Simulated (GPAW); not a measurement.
**TiO2 (I4_1/amd): refractive index against wavelength**

The refractive index of TiO2 (I4_1/amd) along x below the direct gap (2.36 eV on the mesh) is read from one computed spectrum, n = √(Re ε). x, y and z are the Cartesian axes of the input cell.

Cell: a, b, c = 5.458, 5.458, 5.458 Å (primitive vectors), 6 atoms.

Method: GPAW 26.7.0, LDA, RPA, k-mesh 11×11×11, local fields up to 50 eV, Lorentzian half width 0.15 eV.

Launch of the response step: `OMP_NUM_THREADS=1 python df.py`. The run took 8.6 min, its band step included, on 1 thread of Arm Neoverse V2, on a shared host.

| wavelength (nm) | photon energy E (eV) | n |
| --- | --- | --- |
| 3000 | 0.413 | 2.5143 |
| 2000 | 0.620 | 2.5246 |
| 1550 | 0.800 | ? |
| 1310 | 0.946 | 2.5508 |
| 1064 | 1.165 | 2.5761 |
| 850 | 1.459 | 2.6226 |

In the single-oscillator model n² − 1 = E₀E_d/(E₀² − E²), so 1/(n² − 1) = E₀/E_d − E²/(E₀E_d) is linear in E².

Working, on the rows shown:

| x = E² (eV²) | y = 1/(n² − 1) |
| --- | --- |
| 0.170801 | 0.18791 |
| 0.384302 | 0.186095 |
| 0.895757 | 0.181601 |
| 1.35784 | 0.177422 |
| 2.12762 | 0.170125 |

Means: x̄ = 0.98727, ȳ = 0.18063. Σ(x − x̄)(y − ȳ) = -0.0225, Σ(x − x̄)² = 2.476. Slope = -0.0225 / 2.476 = -0.009085; intercept = ȳ − slope · x̄ = 0.1896. Turned back into n, the line misses the rows shown by at most 0.00097.

Fill in the last column of the withheld row.

At x = 0.63984 the line gives y = 0.18379, that is 2.5379. The run gave 2.5375, so the interpolation is off by 0.00043, 0.4 % of the range in the table.

Refitted with all rows, the slope is -0.009093 and the intercept 0.18962. These give E₀ = √(intercept/−slope) = 4.57 eV and E_d = E₀/intercept = 24.1 eV; E₀ is 1.9 times the direct gap. The electronic limit at long wavelengths, without lattice vibrations, is n = √(1 + 1/intercept) = 2.505. Excitons are left out; LDA gaps are as a rule too small. The values come from a sum over the points of one k-mesh and carry its error, which grows as the direct gap shrinks. This version of GPAW has incomplete matrix elements in the optical limit, which can lower ε − 1 by up to a tenth where first-row anions or d states rule.
